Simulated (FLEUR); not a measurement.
## free Co(0001) film, 1 layer: which magnetic order is lowest

Aim: find out whether free Co(0001) film, 1 layer carries moments, and which collinear order costs least.

Method: PBE; all-electron FLAPW film, Dirac cores, scalar-relativistic bands, in FLEUR MaX-R8.1.

## 1. The structure

The cell holds 1 atom: 1 Co. Cell: a = 2.507 Å, b = 2.507 Å, c = 14.000 Å, α = 90.0°, β = 90.0°, γ = 120.0°. Layers at typed spacings, unrelaxed. Vacuum lies along c.

It is built of layers of Co (space group 194).

## 2. Order 1, typed as ferro +

The parallel start is the test of whether parallel moments hold.

inpgen writes inp.xml from crystal.txt; cutoffs, mixing, functional, smearing and local orbitals are then set in the file. The k list default-1 (kpts.xml, not shown) is a Γ-centred 18×18×1 mesh; where the ranks do not divide the number of points, some are split in two of half the weight.

Input file inp.xml:

```
<?xml version="1.0" encoding="UTF-8" standalone="no"?>
<fleurInput fleurInputVersion="0.39">
   <comment>
      Co
   </comment>
   <calculationSetup>
      <cutoffs Kmax="3.64" Gmax="10.9" GmaxXC="10.9" numbands="0"/>
      <scfLoop itmax="120" minDistance="0.00002" maxIterBroyd="15" imix="Anderson" alpha="0.03" precondParam="0.0" spinf="2.0" sdNocoIR="T"/>
      <coreElectrons ctail="T" frcor="F" kcrel="1" coretail_lmax="0"/>
      <xcFunctional name="pbe" relativisticCorrections="F"/>
      <magnetism jspins="2"/>
      <soc l_soc="F" theta="0.0" phi="0.0" spav="F"/>
      <expertModes spex="0" secvar="F"/>
      <geometryOptimization l_f="F" forcealpha="1.0" forcemix="BFGS" epsdisp="0.00001" epsforce="0.00001"/>
      <ldaU l_linMix="F" mixParam="0.05" spinf="1.0"/>
   </calculationSetup>
   <cell>
      <bzIntegration valenceElectrons="17.0" mode="hist" fermiSmearingEnergy="0.00183747">
         <kPointListSelection listName="default-1"/>
         <xi:include xmlns:xi="http://www.w3.org/2001/XInclude" href="kpts.xml"> </xi:include>
      </bzIntegration>
      <xi:include xmlns:xi="http://www.w3.org/2001/XInclude" href="sym.xml"> </xi:include>
      <filmLattice scale="1.0" dVac="5.3" dTilda="7.8">
         <bravaisMatrixFilm>
            <row-1>    4.7375437355433538    -0.0000000791795246</row-1>
            <row-2>   -2.3687717992124133     4.1028332661104852</row-2>
         </bravaisMatrixFilm>
         <vacuumEnergyParameters vacuum="1" spinUp="-.25" spinDown="-.25"/>
      </filmLattice>
   </cell>
   <atomSpecies>
      <species name="Cobalt (Co2.000" element="Co" atomicNumber="27">
         <mtSphere radius="2.25" gridPoints="745" logIncrement="0.016"/>
         <atomicCutoffs lmax="8" lnonsphr="6"/>
         <electronConfig flipSpins="F">
            <coreConfig>(1s1/2) (2s1/2) (2p1/2) (2p3/2)</coreConfig>
            <valenceConfig>(3s1/2) (3p1/2) (3p3/2) (4s1/2) (3d3/2) (3d5/2)</valenceConfig>
            <stateOccupation state="(3d3/2)" spinUp="1.5" spinDown="1.3"/>
            <stateOccupation state="(3d5/2)" spinUp="3.0" spinDown="1.2"/>
         </electronConfig>
         <energyParameters s="4" p="4" d="3" f="4"/>
         <lo type="SCLO" l="0" n="3" eDeriv="0"/>
         <lo type="SCLO" l="1" n="3" eDeriv="0"/>
      </species>
   </atomSpecies>
   <atomGroups>
      <atomGroup species="Cobalt (Co2.000">
         <filmPos label="                   1">1.000/2.000 1.000/2.000 .0000000000</filmPos>
         <force calculate="T" relaxXYZ="TTT"/>
      </atomGroup>
   </atomGroups>
   <output dos="F" band="F" slice="F">
      <bandDOS minEnergy="-.5*Htr" maxEnergy="0.5*Htr" sigma="0.015" storeEVData="T"/>
      <plotting iplot="0" polar="F">
         <plot TwoD="T" vec1="  1.0  0.0  0.0" vec2="  0.0  1.0  0.0" vec3="  0.0  0.0  1.0" zero="  0.0  0.0 -0.5" file="plot"/>
      </plotting>
      <moessbauerParams electricFieldGradient="F" isomerShift="T" coreHyperfine="T" valenceHyperfine="T"/>
   </output>
</fleurInput>
```

Input file crystal.txt:

```
Co
&input film=T cartesian=F /
2.50700018054  -0.00000004190  0.00000000000
-1.25350005399  2.17112586459  0.00000000000
0.00000000000  0.00000000000  1.00000000000
1.8897261246
1.0 1.0 1.0

1
27 0.66666666667  0.33333333333  0.00000000000 : 2.000

&kpt div1=18 div2=18 div3=1 gamma=T /
```

Run with:

```console
OMP_NUM_THREADS=1 inpgen -f crystal.txt > inpgen.log  # inp.xml is then edited as shown
OMP_NUM_THREADS=1 mpirun -n 4 fleur_MPI > fleur.log
```

The log of the run:

```text
Welcome to FLEUR        (www.flapw.de)
      MaX-Release 8.1          (www.max-centre.eu)

 ========== k-point set info ==========
 Selected k-point list: default-1
 k-point list type: mesh
 0 x 0 x 0
 Number of k points: 40

 ------------Calculation Setup---------------------------
 Number of MPI-tasks      :            4
 Number of PE/node        :            4
 Number of OMP-threads    :            1
 k-points in parallel     :            4
 pe's per k-point         :            1
 No of k-point loops      :           10
 Eigenvalue solver        :       lapack
 Number of basis functions:          141
 Approximate size of matrices (H+S) per k-point:         0.000 GB
 --------------------------------------------------------
 [... lines of the core solver left out ...]
 Iteration:     1   Distance:      14.25658000 me/bohr^3
 Iteration:     2   Distance:      12.26408698 me/bohr^3
 Iteration:     3   Distance:       7.85190371 me/bohr^3
 Iteration:     4   Distance:       6.98958267 me/bohr^3
 Iteration:     5   Distance:       2.35917539 me/bohr^3
 Iteration:     6   Distance:       2.26628060 me/bohr^3
 Iteration:     7   Distance:       2.52561272 me/bohr^3
 Iteration:     8   Distance:       1.15721400 me/bohr^3
 Iteration:     9   Distance:       1.45876413 me/bohr^3
 Iteration:    10   Distance:       0.59411559 me/bohr^3
 Iteration:    11   Distance:       0.36398271 me/bohr^3
 Iteration:    12   Distance:       0.17770454 me/bohr^3
 Iteration:    13   Distance:       0.17938687 me/bohr^3
 Iteration:    14   Distance:       0.07111784 me/bohr^3
 Iteration:    15   Distance:       0.03976541 me/bohr^3
 Iteration:    16   Distance:       0.03902535 me/bohr^3
 Iteration:    17   Distance:       0.03071498 me/bohr^3
 Iteration:    18   Distance:       0.00975548 me/bohr^3
 Iteration:    19   Distance:       0.00539692 me/bohr^3
 Iteration:    20   Distance:       0.00389410 me/bohr^3
 Iteration:    21   Distance:       0.00067236 me/bohr^3
 Iteration:    22   Distance:       0.00133711 me/bohr^3
 Iteration:    23   Distance:       0.00019889 me/bohr^3
 Iteration:    24   Distance:       0.00012065 me/bohr^3
 Iteration:    25   Distance:       0.00011526 me/bohr^3
 Iteration:    26   Distance:       0.00003144 me/bohr^3
 Iteration:    27   Distance:       0.00002520 me/bohr^3
 Iteration:    28   Distance:       0.00000772 me/bohr^3

 ********************************************************************
 Run finished successfully
 Stop message:
   all done
 ********************************************************************

--- out.xml (last complete iteration) ---
<iteration numberForCurrentRun="   28" overallNumber="   28">
         <energyParameters units="Htr">
            <atomicEP atomType="1" spin="1" branch="4s" branchLowest="-3.71" branchHighest="1.34" value="-0.2976867841"/>
            <atomicEP atomType="1" spin="1" branch="4p" branchLowest="-2.35" branchHighest="1.94" value="-0.1562844539"/>
            <atomicEP atomType="1" spin="1" branch="3d" branchLowest="-9.99" branchHighest="-0.16" value="-0.2702920205"/>
            <atomicEP atomType="1" spin="1" branch="4f" branchLowest="-9.99" branchHighest="3.15" value="0.1636611457"/>
            <loAtomicEP atomType="1" spin="1" branch="3s" branchLowest="-32.96" branchHighest="-3.71" value="-3.7164974988"/>
            <loAtomicEP atomType="1" spin="1" branch="3p" branchLowest="-28.21" branchHighest="-2.35" value="-2.3667912419"/>
            <vacuumEP vacuum="1" spin="1" vzIR="-0.2663563325" vzInf="0.0000000000" value="-0.2500000000"/>
            <atomicEP atomType="1" spin="2" branch="4s" branchLowest="-3.62" branchHighest="1.40" value="-0.2902069634"/>
            <atomicEP atomType="1" spin="2" branch="4p" branchLowest="-2.26" branchHighest="2.00" value="-0.1532132821"/>
            <atomicEP atomType="1" spin="2" branch="3d" branchLowest="-9.99" branchHighest="-0.07" value="-0.2029086257"/>
            <atomicEP atomType="1" spin="2" branch="4f" branchLowest="-9.99" branchHighest="3.20" value="0.1636247286"/>
            <loAtomicEP atomType="1" spin="2" branch="3s" branchLowest="-32.92" branchHighest="-3.62" value="-3.6297841652"/>
            <loAtomicEP atomType="1" spin="2" branch="3p" branchLowest="-28.18" branchHighest="-2.26" value="-2.2821917524"/>
            <vacuumEP vacuum="1" spin="2" vzIR="-0.2748571220" vzInf="0.0000000000" value="-0.2500000000"/>
         </energyParameters>
         <bandgap value="0.0052910443" units="eV"/>
         <sumValenceSingleParticleEnergies value="-23.5908887028" units="Htr"/>
         <FermiEnergy value="-0.1831610586" units="Htr"/>
         <valenceDensity>
            <mtCharges spin="1">
               <mtCharge atomType="1" total="8.8351837" s="1.2055466" p="3.0926058" d="4.5292955" f="0.0058064"/>
            </mtCharges>
            <mtCharges spin="2">
               <mtCharge atomType="1" total="6.8241847" s="1.1966422" p="3.1162074" d="2.5040048" f="0.0056758"/>
            </mtCharges>
            <spinDependentCharge spin="1" total="9.4699879" interstitial="0.5438213" mtSpheres="8.8351837" vacuum1="0.0454915"/>
            <spinDependentCharge spin="2" total="7.5300123" interstitial="0.5908100" mtSpheres="6.8241847" vacuum1="0.0575088"/>
            <totalCharge value="17.0000002253"/>
         </valenceDensity>
         <allElectronCharges>
            <spinDependentCharge spin="1" total="14.4699923" interstitial="0.5438213" mtSpheres="13.8351880" vacuum1="0.0454915"/>
            <spinDependentCharge spin="2" total="12.5300080" interstitial="0.5908100" mtSpheres="11.8241804" vacuum1="0.0575088"/>
            <totalCharge value="27.0000002255"/>
         </allElectronCharges>
         <magneticMomentsInMTSpheres units="muBohr">
            <globalMagMoment atomType="1" vec="0.00000   0.00000   2.01101"/>
            <localMagMoment atomType="1" vec="0.00000   0.00000   2.01101"/>
         </magneticMomentsInMTSpheres>
         <moessbauerParams unitsHFF="kG" unitsIS="e/bohr^3" unitsEFG="Htr/bohr^2">
            <coreHyperfineField atomType="1" hffTotal="-542.76978" isTotal="17076.66266">
               <shell n="1" l="0" hff="-5.22527" isomerShift="15585.76708"/>
               <shell n="2" l="0" hff="-539.22459" isomerShift="1482.05117"/>
               <shell n="2" l="1" hff="1.68008" isomerShift="8.84441"/>
            </coreHyperfineField>
            <isomerShift atomType="1" nucleusRadius="0.0000919" averageDensity="17300.09903"/>
         </moessbauerParams>
         <totalEnergy value="    -1393.4180914897" units="Htr">
            <sumOfEigenvalues value="     -816.4674910220">
               <coreElectrons value="-792.8766023191"/>
               <valenceElectrons value="-23.5908887028"/>
            </sumOfEigenvalues>
            <densityCoulombPotentialIntegral value="-2152.9961216825"/>
            <densityEffectivePotentialIntegral value="-2230.4007845988"/>
            <chargeDenXCDenIntegral value="-59.6144088321"/>
            <FockExchangeEnergyValence value="0.0000000000"/>
            <FockExchangeEnergyCore value="0.0000000000"/>
            <atomTypeDependentContributions atomType="1">
               <electronNucleiInteractionDifferentMTs value="1665.8366094853"/>
               <MadelungTerm value="-5.4023059079"/>
            </atomTypeDependentContributions>
            <tkbTimesEntropy value="0.0006844852"/>
            <freeEnergy value="-1393.4187759748"/>
            <extrapolationTo0K value="-1393.4184337323"/>
         </totalEnergy>
         <densityConvergence units="me/bohr^3">
            <chargeDensity spin="1" distance="0.0000041426"/>
            <chargeDensity spin="2" distance="0.0000049293"/>
            <overallChargeDensity distance="0.0000048342"/>
            <spinDensity distance="0.0000077168"/>
         </densityConvergence>
      </iteration>
```

It took 26 s on 4 MPI ranks of Arm Neoverse N1, shared host; peak memory 0.19 GiB.

This step gave:

```
free energy                                                       : -37916.8565 eV
program's band gap on this mesh (in a metal only a level spacing) : 0.005291 eV
magnetization                                                     : 1.94 μB
final state                                                       : ferromagnetic
largest moment                                                    : 2.011 μB
```

After 28 cycles the largest moment stands at 2.01 μB.

## 3. Start 2: antiferro q=(0,1/2,0) +-

Reversing part of the moments tests the sign of the couplings between them.

The cell is doubled to 2 atoms to hold this order. The mesh is halved along the doubled vector, so that both cells sample the same points. The k list default-1 (kpts.xml, not shown) is a Γ-centred 18×9×1 mesh.

Edit inp.xml of step 2 so:

```diff
@@ -17,3 +17,3 @@
    <cell>
-      <bzIntegration valenceElectrons="17.0" mode="hist" fermiSmearingEnergy="0.00183747">
+      <bzIntegration valenceElectrons="34.0" mode="hist" fermiSmearingEnergy="0.00183747">
          <kPointListSelection listName="default-1"/>
@@ -24,4 +24,4 @@
          <bravaisMatrixFilm>
-            <row-1>    4.7375437355433538    -0.0000000791795246</row-1>
-            <row-2>   -2.3687717992124133     4.1028332661104852</row-2>
+            <row-1>    4.7375433943722003     0.0000000000000000</row-1>
+            <row-2>   -4.7375433943722003     8.2056670439965984</row-2>
          </bravaisMatrixFilm>
@@ -44,2 +44,15 @@
       </species>
+      <species name="Cobalt (Co-2.000" element="Co" atomicNumber="27">
+         <mtSphere radius="2.25" gridPoints="745" logIncrement="0.016"/>
+         <atomicCutoffs lmax="8" lnonsphr="6"/>
+         <electronConfig flipSpins="F">
+            <coreConfig>(1s1/2) (2s1/2) (2p1/2) (2p3/2)</coreConfig>
+            <valenceConfig>(3s1/2) (3p1/2) (3p3/2) (4s1/2) (3d3/2) (3d5/2)</valenceConfig>
+            <stateOccupation state="(3d3/2)" spinUp="1.3" spinDown="1.5"/>
+            <stateOccupation state="(3d5/2)" spinUp="1.2" spinDown="3.0"/>
+         </electronConfig>
+         <energyParameters s="4" p="4" d="3" f="4"/>
+         <lo type="SCLO" l="0" n="3" eDeriv="0"/>
+         <lo type="SCLO" l="1" n="3" eDeriv="0"/>
+      </species>
    </atomSpecies>
@@ -47,3 +60,7 @@
       <atomGroup species="Cobalt (Co2.000">
-         <filmPos label="                   1">1.000/2.000 1.000/2.000 .0000000000</filmPos>
+         <filmPos label="                   1">1.000/2.000 .0000000000 .0000000000</filmPos>
+         <force calculate="T" relaxXYZ="TTT"/>
+      </atomGroup>
+      <atomGroup species="Cobalt (Co-2.000">
+         <filmPos label="                   2">1.000/2.000 1.000/2.000 .0000000000</filmPos>
          <force calculate="T" relaxXYZ="TTT"/>
```

Input file crystal.txt:

```
Co
&input film=T cartesian=F /
2.50700000000  0.00000000000  0.00000000000
-2.50700000000  4.34225200000  0.00000000000
0.00000000000  0.00000000000  1.00000000000
1.8897261246
1.0 1.0 1.0

2
27 0.66666666667  0.16666666667  0.00000000000 : 2.000
27 0.66666666667  0.66666666667  0.00000000000 : -2.000

&kpt div1=18 div2=9 div3=1 gamma=T /
```

The log of the run:

```text
[banner, memory and clock lines left out]
Welcome to FLEUR        (www.flapw.de)
      MaX-Release 8.1          (www.max-centre.eu)

 ========== k-point set info ==========
 Selected k-point list: default-1
 k-point list type: mesh
 0 x 0 x 0
 Number of k points: 84

 ------------Calculation Setup---------------------------
 Number of PE/node        :            4
 Number of OMP-threads    :            1
 k-points in parallel     :            4
 pe's per k-point         :            1
 No of k-point loops      :           21
 Eigenvalue solver        :       lapack
 Number of basis functions:          269
 Approximate size of matrices (H+S) per k-point:         0.001 GB
 [... lines of the core solver left out ...]
 Iteration:     1   Distance:      18.05214399 me/bohr^3
 Iteration:     2   Distance:      15.65422643 me/bohr^3
 Iteration:     3   Distance:       8.60840568 me/bohr^3
 Iteration:     4   Distance:       7.63482602 me/bohr^3
 Iteration:     5   Distance:       4.24215649 me/bohr^3
 Iteration:     6   Distance:       4.10484408 me/bohr^3
 Iteration:     7   Distance:       4.30271387 me/bohr^3
 Iteration:     8   Distance:       3.56863476 me/bohr^3
 Iteration:     9   Distance:       3.50403751 me/bohr^3
 Iteration:    10   Distance:       2.53549346 me/bohr^3
[... 46 iterations left out ...]
 Iteration:    57   Distance:       0.00006319 me/bohr^3
 Iteration:    58   Distance:       0.00004909 me/bohr^3
 Iteration:    59   Distance:       0.00005681 me/bohr^3
 Iteration:    60   Distance:       0.00005256 me/bohr^3
 Iteration:    61   Distance:       0.00003424 me/bohr^3
 Iteration:    62   Distance:       0.00002032 me/bohr^3
 Iteration:    63   Distance:       0.00002021 me/bohr^3
 Iteration:    64   Distance:       0.00003192 me/bohr^3
 Iteration:    65   Distance:       0.00002212 me/bohr^3
 Iteration:    66   Distance:       0.00000831 me/bohr^3

 ********************************************************************
 Run finished successfully
 Stop message:
   all done
 ********************************************************************

--- out.xml (last complete iteration) ---
<iteration numberForCurrentRun="   66" overallNumber="   66">
         [... left out ...]
         <bandgap value="0.0000000979" units="eV"/>
         <sumValenceSingleParticleEnergies value="-47.0493820481" units="Htr"/>
         <FermiEnergy value="-0.1852565697" units="Htr"/>
         <valenceDensity>
            <mtCharges spin="1">
               <mtCharge atomType="1" total="8.6861298" s="1.2141382" p="3.1137506" d="4.3508273" f="0.0057265"/>
               <mtCharge atomType="2" total="6.9839229" s="1.1860822" p="3.0949271" d="2.6950442" f="0.0059365"/>
            </mtCharges>
            <mtCharges spin="2">
               <mtCharge atomType="1" total="6.9839230" s="1.1860822" p="3.0949271" d="2.6950444" f="0.0059365"/>
               <mtCharge atomType="2" total="8.6861297" s="1.2141382" p="3.1137506" d="4.3508272" f="0.0057265"/>
            </mtCharges>
            <spinDependentCharge spin="1" total="17.0000002" interstitial="1.1277784" mtSpheres="15.6700527" vacuum1="0.1010845"/>
            <spinDependentCharge spin="2" total="17.0000003" interstitial="1.1277785" mtSpheres="15.6700527" vacuum1="0.1010846"/>
            <totalCharge value="34.0000004634"/>
         </valenceDensity>
         [... left out ...]
         <magneticMomentsInMTSpheres units="muBohr">
            <globalMagMoment atomType="1" vec="0.00000   0.00000   1.70221"/>
            <localMagMoment atomType="1" vec="0.00000   0.00000   1.70221"/>
            <globalMagMoment atomType="2" vec="0.00000   0.00000  -1.70221"/>
            <localMagMoment atomType="2" vec="0.00000   0.00000  -1.70221"/>
         </magneticMomentsInMTSpheres>
         [... left out ...]
         <totalEnergy value="    -2786.8139803043" units="Htr">
            <sumOfEigenvalues value="    -1632.7475931693">
               <coreElectrons value="-1585.6982111212"/>
               <valenceElectrons value="-47.0493820481"/>
            </sumOfEigenvalues>
            <densityCoulombPotentialIntegral value="-4305.8184996480"/>
            <densityEffectivePotentialIntegral value="-4460.5986273745"/>
            <chargeDenXCDenIntegral value="-119.2075468609"/>
            <FockExchangeEnergyValence value="0.0000000000"/>
            <FockExchangeEnergyCore value="0.0000000000"/>
         [... left out ...]
            <tkbTimesEntropy value="0.0028510762"/>
            <freeEnergy value="-2786.8168313805"/>
            <extrapolationTo0K value="-2786.8154058424"/>
         </totalEnergy>
         <densityConvergence units="me/bohr^3">
            <chargeDensity spin="1" distance="0.0000058279"/>
            <chargeDensity spin="2" distance="0.0000052844"/>
            <overallChargeDensity distance="0.0000073964"/>
            <spinDensity distance="0.0000083109"/>
         </densityConvergence>
      </iteration>
```

Elapsed: 3.6 min, on 4 MPI ranks; peak memory 0.41 GiB.

Read from the output:

- free energy: -75833.1492 eV
- program's band gap on this mesh (in a metal only a level spacing): 9.79e-8 eV
- magnetization: 0 μB
- final state: antiferromagnetic
- largest moment: 1.702 μB

It lies 282 meV a seeded atom over the first start, and its largest moment is 1.70 μB against 2.01 μB.

(Continued in part 2 of 2.)

[Logs and program files are shortened in this print: banners, set-up blocks, solver, clock and traceback lines can be left out without a mark of their own.]

[Logs are printed without paths, hosts, clocks, repeated set-up lines and the standing remarks that a program may print on its own settings, such as how far it seeks lower states.]

[Hosts, paths, dates, database ids (printed as entryN), source tags and the programs' standing remarks are cut or masked in the printed files.]

[Where a cell is said to come from a database of computed structures, the database is the Materials Project.]
